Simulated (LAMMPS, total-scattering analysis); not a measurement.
# Worked example: from partials to totals in Co30Al70

A simulated model of Co30Al70 at 300 K, zero pressure, from classical molecular dynamics (LAMMPS) with the EAM Co-Al potential (Vailhe and Farkas, J. Mater. Res. 12, 2559 (1997)). The average runs over 8.0 ps of 600 atoms. It is rigid on the time of the run, a glass quenched from the melt; how it was made: 600 atoms placed at random at 3.57 g/cm^3, melted at 2390 K for 8 ps, cooled at 100 K/ps. Atom fractions Co 0.3000, Al 0.7000; masses Co 58.933, Al 26.982 u; density 4.1603 g/cm³; coherent lengths Co 2.49, Al 3.449 fm. Faber–Ziman partials at a few Q:

| Q (Å⁻¹) | S Al–Al | S Co–Al | S Co–Co |
| --- | --- | --- | --- |
| 3.00 | 2.806 | 4.047 | 3.854 |
| 3.60 | 0.330 | 0.839 | 0.733 |
| 5.10 | 1.470 | 1.292 | 1.497 |

The pair function g(CoAl), r in Å, every 0.06 Å up to its first minimum: 2.13 0.01, 2.19 0.05, 2.25 0.32, 2.31 1.26, 2.37 3.17, 2.43 5.20, 2.49 6.16, 2.55 5.87, 2.61 4.24, 2.67 2.89, 2.73 1.81, 2.79 1.15, 2.85 0.79, 2.91 0.55, 2.97 0.43, 3.03 0.37, 3.09 0.27, 3.15 0.24, 3.21 0.24, 3.27 0.24, 3.33 0.21.

**Tasks.** (a) The number density. (b) The neutron weights. (c) The neutron S(Q) at the listed Q. (d) The Bhatia–Thornton terms S_NN and S_CC there. (e) The number of Al around Co.

(a) The mean mass is 0.3000×58.933 + 0.7000×26.982 = 36.567 u, so ρ₀ = 4.1603/(36.567 × 1.66054) = 0.06852 Å⁻³.

(b) ⟨b⟩ = 0.3000×2.49 + 0.7000×3.449 = 3.161 fm. The weight of a pair is ci cj bi bj (2 − δij)/⟨b⟩²: Al–Al 0.583, Co–Al 0.361, Co–Co 0.056; they sum to 1.000.

(c) S = 1 + Σ w (Sij − 1). At 3.00 Å⁻¹: 1 + 1.053 + 1.100 + 0.159 = 3.312; Co–Al pushes up most. At 3.60 Å⁻¹: 1 − 0.391 − 0.058 − 0.015 = 0.536; Al–Al pulls down most. At 5.10 Å⁻¹: 1 + 0.274 + 0.105 + 0.028 = 1.407; Al–Al pushes up most.

(d) S_NN = c₁²S₁₁ + c₂²S₂₂ + 2c₁c₂S₁₂ and S_CC = c₁c₂[1 + c₁c₂(S₁₁ + S₂₂ − 2S₁₂)], with 1 = Co: 3.00 Å⁻¹: S_NN = 3.42, S_CC/(c₁c₂) = 0.70; 3.60 Å⁻¹: S_NN = 0.58, S_CC/(c₁c₂) = 0.87; 5.10 Å⁻¹: S_NN = 1.40, S_CC/(c₁c₂) = 1.08. A random mixture has S_CC/(c₁c₂) = 1; a value well above it means concentration waves of period 2π/Q: alternation near the main peak or below it, clustering toward Q = 0.

(e) n = 4πρ₀ c(Al) Σ r² g Δr. The sum Σ r² g over the listed points is 236.0 Å², so n = 4π × 0.06852 × 0.7000 × 236.0 × 0.06 = 8.54; counting pairs in the frames up to 3.38 Å gives 8.57; the coarse grid accounts for the difference. By balance, each Al has n c(Co)/c(Al) = 3.66 Co.
